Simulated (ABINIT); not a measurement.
# Ba2C (Fm-3m): phonons by linear response, part 2 of 3

How does Ba2C (Fm-3m) vibrate, and is this structure a minimum?

ABINIT 10.8.3; DFT PBE, scalar-relativistic, plane waves, PseudoDojo stringent norm-conserving pseudopotentials.

So far. Step 5 (Relaxing the cell and atoms): The volume changes by -0.4 % in this run and stands -27.3 % from the first cell. The relaxed cell has a = 7.037 Å (conventional setting).

The structure was built from a prototype and need not be the compound's stable phase.

In doubt: a PseudoDojo file used here is known to give poor structures and forces, so the values of those runs are not to be relied on.

## (7) Zone-centre response

At q = 0 one unit cell holds all displacements. The response is solved for single atoms along the cell's directions, and symmetry skips those that follow from others. The crystal is treated as a metal, which screens a static field, so no field response is asked.

dfpt_gamma.abi

```

# common to the responses
getwfk_filepath "gso_WFK"
kptopt 2
nqpt 1
qpt 0.0 0.0 0.0
asr 0
chneut 0

# displacements
rfphon 1
rfatpol 1 3
rfdir 1 1 1
tolvrs 1.0d-10
prtwf 0

# basis, mesh and filling
ecut 37.0
ngkpt 6 6 6
nshiftk 1
shiftk 0.0 0.0 0.0
istwfk *1
occopt 7
tsmear 0.01
nband 19
nstep 100
diemac 1000000.0
prtebands 0
prtgsr 0
useylm 1

# cell and atoms
acell 3*1.0 Angstrom
rprim 
    0.0 3.518530503 3.518530503
    3.518530503 0.0 3.518530503
    3.518530503 3.518530503 0.0
ntypat 2
znucl 56 6
natom 3
typat 1 1 2
xred 
    0.25 0.25 0.25
    0.75 0.75 0.75
    0.0 0.0 0.0
pp_dirpath "./pseudo"
pseudos "Ba.upf, C.upf"
```

Started as:

```sh
> OMP_NUM_THREADS=1 mpirun -n 4 abinit dfpt_gamma.abi > dfpt_gamma.log
```

Numbers of over 12 decimals in the logs are rounded to 6 here.

dfpt_gamma.abo, the main output file:

```text
[banners, grids, parts of the stress and lines that vanish by symmetry left out]
- input  file    -> dfpt_gamma.abi
- output file    -> dfpt_gamma.abo
- root for input  files -> dfpt_gammai
- root for output files -> dfpt_gammao

 Symmetries : space group Fm -3 m (#225); Bravais cF (face-center cubic)
================================================================================
 Values of the parameters that define the memory need of the present run (RF).
     intxc =       0      iscf =       7    lmnmax =      32     lnmax =       8
     mgfft =      54  mpssoang =       4    mqgrid =    3001     natom =       3
  nloc_mem =       1    nspden =       1   nspinor =       1    nsppol =       1
      nsym =      48    n1xccc =    2501    ntypat =       2    occopt =       7
   xclevel =       2
-    mband =          19        mffmem =           1         mkmem =          28
-   mkqmem =          28        mk1mem =          28           mpw =        6346
      nfft =      157464          nkpt =         112
- my_mband =          19
================================================================================
================================================================================

--------------------------------------------------------------------------------
------------- Echo of variables that govern the present computation ------------
--------------------------------------------------------------------------------
-
- outvars: echo of selected default values
-   iomode0 =  0 , fftalg0 =312 , wfoptalg0 =  0
-
- outvars: echo of global parameters not present in the input file
-  max_nthreads =    1
-
 -outvars: echo values of preprocessed input variables
 [... echo left out ...]
================================================================================

 chkinp: Checking input parameters for consistency.

[...]
== DATASET  1 ==================================================================
-   mpi_nproc: 4, omp_nthreads: 1 (-1 if OMP is not activated)

--- !DatasetInfo
iteration_state: {dtset: 1, }
dimensions: {natom: 3, nkpt: 112, mband: 19, nsppol: 1, nspinor: 1, nspden: 1, mpw: 6346, }
cutoff_energies: {ecut:  37.0, pawecutdg:  -1.0, }
electrons: {nelect:   2.40000000E+01, charge:   0.00000000E+00, occopt:   7.00000000E+00, tsmear:   1.00000000E-02, }
meta: {optdriver: 1, rfphon: 1, }
...

 mkfilename: getwfk from: gso_WFK

 Real(R)+Recip(G) space primitive vectors, cartesian coordinates (Bohr,Bohr^-1):
 R(1)=  0.0000000  6.6490590  6.6490590  G(1)= -0.0751986  0.0751986  0.0751986
 R(2)=  6.6490590  0.0000000  6.6490590  G(2)=  0.0751986 -0.0751986  0.0751986
 R(3)=  6.6490590  6.6490590  0.0000000  G(3)=  0.0751986  0.0751986 -0.0751986
 Unit cell volume ucvol=  5.8790961E+02 bohr^3
 Angles (23,13,12)=  6.00000000E+01  6.00000000E+01  6.00000000E+01 degrees
 setup1 : take into account q-point for computing boxcut.

 getcut: wavevector=  0.0000  0.0000  0.0000  ngfft=  54  54  54
         ecut(hartree)=     37.000   => boxcut(ratio)=   2.09798

--- Pseudopotential description ------------------------------------------------
- pspini: atom type   1  psp file is ./pseudo/Ba.upf

- pspini: atom type   2  psp file is ./pseudo/C.upf

   1.21571602E+03                                ecore*ucvol(ha*bohr**3)
--------------------------------------------------------------------------------

 ==>  initialize data related to q vector <==

 The list of irreducible perturbations for this q vector is:
    1)    idir= 1    ipert=   1
    2)    idir= 1    ipert=   3

[...]
The perturbation idir=   2  ipert=   1 is
 symmetric of a previously calculated perturbation.
 So, its SCF calculation is not needed.

 The perturbation idir=   3  ipert=   1 is
 symmetric of a previously calculated perturbation.
 So, its SCF calculation is not needed.

 The perturbation idir=   1  ipert=   2 is
 symmetric of a previously calculated perturbation.
 So, its SCF calculation is not needed.

 The perturbation idir=   2  ipert=   2 is
 symmetric of a previously calculated perturbation.
 So, its SCF calculation is not needed.

 The perturbation idir=   3  ipert=   2 is
 symmetric of a previously calculated perturbation.
 So, its SCF calculation is not needed.

 The perturbation idir=   2  ipert=   3 is
 symmetric of a previously calculated perturbation.
 So, its SCF calculation is not needed.

 The perturbation idir=   3  ipert=   3 is
 symmetric of a previously calculated perturbation.
 So, its SCF calculation is not needed.

--------------------------------------------------------------------------------
 Perturbation wavevector (in red.coord.)   0.000000  0.000000  0.000000
 Perturbation : displacement of atom   1   along direction   1
 Found     2 symmetries that leave the perturbation invariant.

[...]
dfpt_looppert : total number of electrons, from k and k+q
  fully or partially occupied states are    2.400000E+01 and    2.400000E+01.
 Initialisation of the first-order wave-functions :
  ireadwf=   0

--- !BeginCycle
iteration_state: {dtset: 1, }
solver: {iscf: 7, nstep: 100, nline: 4, wfoptalg: 0, }
tolerances: {tolvrs: 1.00E-10, }
...

     iter   2DEtotal(Ha)        deltaE(Ha) residm    vres2
-ETOT  1   3.102358     -1.181E+03 1.986E+00 2.858E+03
 ETOT  2   1.609313     -1.493E+00 8.432E-01 8.687E+01
 ETOT  3   1.574204     -3.511E-02 6.349E-02 1.992E+01
 ETOT  4   1.570070     -4.134E-03 1.775E-02 9.617E-01
 ETOT  5   1.570541      4.705E-04 4.383E-03 3.789E+00
[...]
At SCF step   18       vres2   =  8.62E-13 < tolvrs=  1.00E-10 =>converged.
[...]
Mean square residual over all n,k,spin=   13.039E-10; max=  59.088E-08

 Thirteen components of 2nd-order total energy (hartree) are
 1,2,3: 0th-order hamiltonian combined with 1st-order wavefunctions
     kin0=   9.47063824E+02 eigvalue=   8.79960968E+01  local=  -7.08842260E+02
 4,5,6: 1st-order hamiltonian combined with 1st and 0th-order wfs
 loc psp =  -9.25550022E+02  Hartree=   3.24659794E+02     xc=  -1.01866293E+02
 note that "loc psp" includes a xc core correction that could be resolved
 7,8,9: eventually, occupation + non-local contributions
    edocc=   1.00534050E+02     enl0=   5.33286747E+02   enl1=  -1.44011390E+03
 1-9 gives the relaxation energy (to be shifted if some occ is /=2.0)
   erelax=  -1.18283196E+03
 10,11,12 Non-relaxation  contributions : frozen-wavefunctions and Ewald
 fr.local=   3.94306441E+02 fr.nonlo=   7.21119248E+02  Ewald=   8.81975370E+01
 13,14 Frozen wf xc core corrections (1) and (2)
 frxc 1  =  -1.14223960E+02  frxc 2 =   9.50022294E+01
 Resulting in :
 2DEtotal=    0.1569535920E+01 Ha. Also 2DEtotal=    0.427092481365E+02 eV
    (2DErelax=   -1.1828319588E+03 Ha. 2DEnonrelax=    1.1844014947E+03 Ha)
    (  non-var. 2DEtotal :    1.5695359168E+00 Ha)

[...]
Perturbation wavevector (in red.coord.)   0.000000  0.000000  0.000000
 Perturbation : displacement of atom   3   along direction   1
 Found     4 symmetries that leave the perturbation invariant.

--------------------------------------------------------------------------------

--------------------------------------------------------------------------------

 dfpt_looppert : total number of electrons, from k and k+q
  fully or partially occupied states are    2.400000E+01 and    2.400000E+01.
 Initialisation of the first-order wave-functions :
  ireadwf=   0

--- !BeginCycle
iteration_state: {dtset: 1, }
solver: {iscf: 7, nstep: 100, nline: 4, wfoptalg: 0, }
tolerances: {tolvrs: 1.00E-10, }
...

     iter   2DEtotal(Ha)        deltaE(Ha) residm    vres2
-ETOT  1   5.215006     -1.235E+03 1.524E+00 2.059E+04
[...]
ETOT 17   1.489228      2.274E-13 8.353E-07 1.946E-10
 ETOT 18   1.489228     -7.731E-12 3.757E-07 2.893E-11

 At SCF step   18       vres2   =  2.89E-11 < tolvrs=  1.00E-10 =>converged.
[...]
Mean square residual over all n,k,spin=   11.308E-10; max=  37.570E-08

 Thirteen components of 2nd-order total energy (hartree) are
 1,2,3: 0th-order hamiltonian combined with 1st-order wavefunctions
     kin0=   1.32445288E+03 eigvalue=  -6.43371113E+01  local=  -4.93878378E+02
 4,5,6: 1st-order hamiltonian combined with 1st and 0th-order wfs
 loc psp =  -5.94893770E+02  Hartree=   1.54345626E+02     xc=  -4.58776307E+01
 note that "loc psp" includes a xc core correction that could be resolved
 7,8,9: eventually, occupation + non-local contributions
    edocc=   1.02723292E+01     enl0=   3.54082473E+02   enl1=  -1.88322661E+03
 1-9 gives the relaxation energy (to be shifted if some occ is /=2.0)
   erelax=  -1.23906019E+03
 10,11,12 Non-relaxation  contributions : frozen-wavefunctions and Ewald
 fr.local=   2.44061495E+02 fr.nonlo=   9.52975320E+02  Ewald=   5.03985926E+01
 13,14 Frozen wf xc core corrections (1) and (2)
 frxc 1  =  -4.65360332E+01  frxc 2 =   3.96500454E+01
 Resulting in :
 2DEtotal=    0.1489228451E+01 Ha. Also 2DEtotal=    0.405239705772E+02 eV
    (2DErelax=   -1.2390601909E+03 Ha. 2DEnonrelax=    1.2405494194E+03 Ha)
    (  non-var. 2DEtotal :    1.4892284664E+00 Ha)

[...]
---- first-order wavefunction calculations are completed ----

 ==> Compute Derivative Database <==

 [... matrices left out ...]
  Phonon wavevector (reduced coordinates) :  0.00000  0.00000  0.00000
 Phonon energies in Hartree :
   1.028277E-05  1.028277E-05  1.028277E-05  3.289453E-04  3.289453E-04
   3.289453E-04  8.960083E-04  8.960083E-04  8.960083E-04
 Phonon frequencies in cm-1    :
-  2.256808E+00  2.256808E+00  2.256808E+00  7.219515E+01  7.219515E+01
-  7.219515E+01  1.966511E+02  1.966511E+02  1.966511E+02

== END DATASET(S) ==============================================================
================================================================================

 -outvars: echo values of variables after computation
            acell      1.8897261259E+00  1.8897261259E+00  1.8897261259E+00 Bohr
           etotal      1.4892284506E+00
            fcart      0.0000000000E+00  0.0000000000E+00  0.0000000000E+00
           strten      0.0000000000E+00  0.0000000000E+00  0.0000000000E+00
================================================================================
```

Run time: 3.9 min. Hardware: 4 MPI ranks of Arm Neoverse V2, shared host.

Read from the output:

| Quantity | Value |
| --- | --- |
| largest acoustic frequency at the zone centre before the sum rule | 2.26 cm⁻¹ |
| highest optical zone-centre mode (no LO-TO term) | 196.7 cm⁻¹ |
| lowest optical zone-centre mode | 72.2 cm⁻¹ |

The acoustic modes at Γ come out as far as 2.3 cm⁻¹ from zero, where they should vanish, a small numerical error.

## (8) Modes with the sum rule

anaddb reads the merged derivatives and imposes the acoustic sum rule.

anaddb.abi

```
ddb_filepath "gamma_DDB"
output_file "anaddb.abo"
outdata_prefix "anaddb"
asr 1
chneut 1
enunit 2
eivec 1
nph1l 1
qph1l 0.0 0.0 0.0 1.0
```

mrgddb.in

```
gamma_DDB
merged
2
dfpt_gammao_DDB
gso_DDB
```

Started as:

```sh
> mrgddb < mrgddb.in > mrgddb.log
> OMP_NUM_THREADS=1 anaddb anaddb.abi > anaddb.log
```

anaddb.abo, the main output file:

```text
-outvars_anaddb: echo values of input variables ----------------------

 Miscellaneous information :
      enunit         2
       eivec         1
         asr         1
 First list of wavevector (reduced coord.) :
       nph1l         1
       qph1l
                     0.00000000E+00  0.00000000E+00  0.00000000E+00    1.000E+00

================================================================================

 read the DDB information and perform some checks

  ==== Info on the Cryst% object ====
 Real(R)+Recip(G) space primitive vectors, cartesian coordinates (Bohr,Bohr^-1):
 R(1)=  0.0000000  6.6490590  6.6490590  G(1)= -0.0751986  0.0751986  0.0751986
 R(2)=  6.6490590  0.0000000  6.6490590  G(2)=  0.0751986 -0.0751986  0.0751986
 R(3)=  6.6490590  6.6490590  0.0000000  G(3)=  0.0751986  0.0751986 -0.0751986
 Unit cell volume ucvol=  5.8790961E+02 bohr^3
 Angles (23,13,12)=  6.00000000E+01  6.00000000E+01  6.00000000E+01 degrees
 Time-reversal symmetry is present
 Reduced atomic positions [iatom, xred, symbol]:
    1)    0.2500000  0.2500000  0.2500000  Ba
    2)    0.7500000  0.7500000  0.7500000  Ba
    3)    0.0000000  0.0000000  0.0000000   C

 DDB file with 3 blocks has been read.

================================================================================

 Treat the first list of vectors

  Phonon wavevector (reduced coordinates) :  0.00000  0.00000  0.00000
 Phonon energies in Hartree :
   0.000000E+00  0.000000E+00  0.000000E+00  3.288316E-04  3.288316E-04
   3.288316E-04  8.955713E-04  8.955713E-04  8.955713E-04
 Phonon energies in meV     :
-  0.000000E+00  0.000000E+00  0.000000E+00  8.947963E+00  8.947963E+00
-  8.947963E+00  2.436974E+01  2.436974E+01  2.436974E+01
 Phonon frequencies in cm-1    :
-  0.000000E+00  0.000000E+00  0.000000E+00  7.217019E+01  7.217019E+01
-  7.217019E+01  1.965552E+02  1.965552E+02  1.965552E+02
 Phonon frequencies in Thz     :
-  0.000000E+00  0.000000E+00  0.000000E+00  2.163608E+00  2.163608E+00
-  2.163608E+00  5.892576E+00  5.892576E+00  5.892576E+00
 Phonon energies in Kelvin  :
-  0.000000E+00  0.000000E+00  0.000000E+00  1.038368E+02  1.038368E+02
-  1.038368E+02  2.827990E+02  2.827990E+02  2.827990E+02

 Eigendisplacements
 (will be given, for each mode : in cartesian coordinates
   for each atom the real part of the displacement vector,
   then the imaginary part of the displacement vector - absolute values smaller than 1.0d-7 are set to zero)
  Mode number    1   Energy    0.000000E+00
 Attention : low frequency mode.
   (Could be unstable or acoustic mode)
-  1  0.00000000E+00  0.00000000E+00  1.38335229E-03
-     0.00000000E+00  0.00000000E+00  0.00000000E+00
-  2  0.00000000E+00  0.00000000E+00  1.38335229E-03
-     0.00000000E+00  0.00000000E+00  0.00000000E+00
-  3  0.00000000E+00  0.00000000E+00  1.38333854E-03
-     0.00000000E+00  0.00000000E+00  0.00000000E+00
  Mode number    2   Energy    0.000000E+00
 Attention : low frequency mode.
   (Could be unstable or acoustic mode)
-  1  0.00000000E+00 -1.38335229E-03  0.00000000E+00
-     0.00000000E+00  0.00000000E+00  0.00000000E+00
-  2  0.00000000E+00 -1.38335229E-03  0.00000000E+00
-     0.00000000E+00  0.00000000E+00  0.00000000E+00
-  3  0.00000000E+00 -1.38333854E-03  0.00000000E+00
-     0.00000000E+00  0.00000000E+00  0.00000000E+00
  Mode number    3   Energy    0.000000E+00
 Attention : low frequency mode.
   (Could be unstable or acoustic mode)
-  1  1.38335229E-03  0.00000000E+00  0.00000000E+00
-     0.00000000E+00  0.00000000E+00  0.00000000E+00
-  2  1.38335229E-03  0.00000000E+00  0.00000000E+00
-     0.00000000E+00  0.00000000E+00  0.00000000E+00
-  3  1.38333854E-03  0.00000000E+00  0.00000000E+00
-     0.00000000E+00  0.00000000E+00  0.00000000E+00
  Mode number    4   Energy    3.288316E-04
-  1  0.00000000E+00  0.00000000E+00 -1.41327600E-03
-     0.00000000E+00  0.00000000E+00  0.00000000E+00
-  2  0.00000000E+00  0.00000000E+00  1.41327600E-03
-     0.00000000E+00  0.00000000E+00  0.00000000E+00
-  3  0.00000000E+00  0.00000000E+00  0.00000000E+00
-     0.00000000E+00  0.00000000E+00  0.00000000E+00
  Mode number    5   Energy    3.288316E-04
-  1  0.00000000E+00  1.41327600E-03  0.00000000E+00
-     0.00000000E+00  0.00000000E+00  0.00000000E+00
-  2  0.00000000E+00 -1.41327600E-03  0.00000000E+00
-     0.00000000E+00  0.00000000E+00  0.00000000E+00
-  3  0.00000000E+00  0.00000000E+00  0.00000000E+00
-     0.00000000E+00  0.00000000E+00  0.00000000E+00
  Mode number    6   Energy    3.288316E-04
-  1  1.41327600E-03  0.00000000E+00  0.00000000E+00
-     0.00000000E+00  0.00000000E+00  0.00000000E+00
-  2 -1.41327600E-03  0.00000000E+00  0.00000000E+00
-     0.00000000E+00  0.00000000E+00  0.00000000E+00
-  3  0.00000000E+00  0.00000000E+00  0.00000000E+00
-     0.00000000E+00  0.00000000E+00  0.00000000E+00
  Mode number    7   Energy    8.955713E-04
-  1  0.00000000E+00  0.00000000E+00 -2.89284455E-04
-     0.00000000E+00  0.00000000E+00  0.00000000E+00
-  2  0.00000000E+00  0.00000000E+00 -2.89284455E-04
-     0.00000000E+00  0.00000000E+00  0.00000000E+00
-  3 -1.08789595E-07  2.54130961E-07  6.61509636E-03
-     0.00000000E+00  0.00000000E+00  0.00000000E+00
  Mode number    8   Energy    8.955713E-04
-  1  0.00000000E+00 -2.89284454E-04  0.00000000E+00
-     0.00000000E+00  0.00000000E+00  0.00000000E+00
-  2  0.00000000E+00 -2.89284454E-04  0.00000000E+00
-     0.00000000E+00  0.00000000E+00  0.00000000E+00
-  3 -3.06767332E-07  6.61509635E-03 -2.54136006E-07
-     0.00000000E+00  0.00000000E+00  0.00000000E+00
  Mode number    9   Energy    8.955713E-04
-  1  2.89284454E-04  0.00000000E+00  0.00000000E+00
-     0.00000000E+00  0.00000000E+00  0.00000000E+00
-  2  2.89284454E-04  0.00000000E+00  0.00000000E+00
-     0.00000000E+00  0.00000000E+00  0.00000000E+00
-  3 -6.61509635E-03 -3.06771511E-07 -1.08777810E-07
-     0.00000000E+00  0.00000000E+00  0.00000000E+00

 Analysis of degeneracies and characters (maximum tolerance=1.00E-06 a.u.)
 For each vibration mode, or group of modes if degenerate,
 the characters are given for each symmetry operation (see the list in the log file).
 Symmetry characters of vibration mode #   1
       degenerate with vibration modes #   2 to    3
  3.0 -3.0 -1.0  1.0 -1.0  1.0 -1.0  1.0  1.0 -1.0 -1.0  1.0  1.0 -1.0 -1.0  1.0
  0.0 -0.0  0.0 -0.0 -0.0  0.0 -0.0  0.0  1.0 -1.0 -1.0  1.0 -1.0  1.0  1.0 -1.0
  0.0 -0.0 -0.0  0.0 -0.0  0.0  0.0 -0.0  1.0 -1.0  1.0 -1.0 -1.0  1.0 -1.0  1.0
 Symmetry characters of vibration mode #   4
       degenerate with vibration modes #   5 to    6
  3.0  3.0 -1.0 -1.0 -1.0 -1.0 -1.0 -1.0  1.0  1.0 -1.0 -1.0  1.0  1.0 -1.0 -1.0
  0.0  0.0 -0.0 -0.0 -0.0 -0.0  0.0  0.0  1.0  1.0 -1.0 -1.0 -1.0 -1.0  1.0  1.0
  0.0  0.0 -0.0 -0.0  0.0  0.0 -0.0 -0.0  1.0  1.0  1.0  1.0 -1.0 -1.0 -1.0 -1.0
 Symmetry characters of vibration mode #   7
       degenerate with vibration modes #   8 to    9
  3.0 -3.0 -1.0  1.0 -1.0  1.0 -1.0  1.0  1.0 -1.0 -1.0  1.0  1.0 -1.0 -1.0  1.0
 -0.0  0.0  0.0 -0.0 -0.0  0.0  0.0 -0.0  1.0 -1.0 -1.0  1.0 -1.0  1.0  1.0 -1.0
 -0.0  0.0 -0.0  0.0  0.0 -0.0  0.0 -0.0  1.0 -1.0  1.0 -1.0 -1.0  1.0 -1.0  1.0
-
```

Elapsed: 0.51 s, on 1 thread.

Read from the output:

```
highest optical zone-centre mode (no LO-TO term) : 196.6 cm⁻¹
lowest optical zone-centre mode                  : 72.17 cm⁻¹
```

No LO-TO term; unit eigenvectors of the mass-weighted matrix, from anaddb's displacements. Modes at Γ, with each element's share of the kinetic energy:

```tsv
mode	frequency (cm⁻¹)	symmetry	Ba %	C %
1	0.0	acoustic	96	4
2	0.0	acoustic	96	4
3	0.0	acoustic	96	4
4	72.2	T2g	100	0
5	72.2	T2g	100	0
6	72.2	T2g	100	0
7	196.6	T1u	4	96
8	196.6	T1u	4	96
9	196.6	T1u	4	96
```

Displacements in mode 4 (72.2 cm⁻¹), the largest set to 1:
```
Ba1  0.00  0.00 -1.00
Ba2  0.00  0.00  1.00
C3   0.00  0.00  0.00
```

Displacements in mode 7 (196.6 cm⁻¹), the largest set to 1:
```
Ba1  0.00  0.00 -0.04
Ba2  0.00  0.00 -0.04
C3   0.00  0.00  1.00
```

The rule moves no optical mode by more than 0.1 cm⁻¹.

(Part 2 of 3 ends here.)

[Host names and launcher messages were left out of these logs when they were recorded.]

[Logs are printed without paths, hosts, clocks, repeated set-up lines and the standing remarks that a program may print on its own settings, such as how far it seeks lower states.]

[Hosts, paths, dates, database ids (printed as entryN), source tags and the programs' standing remarks are cut or masked in the printed files.]
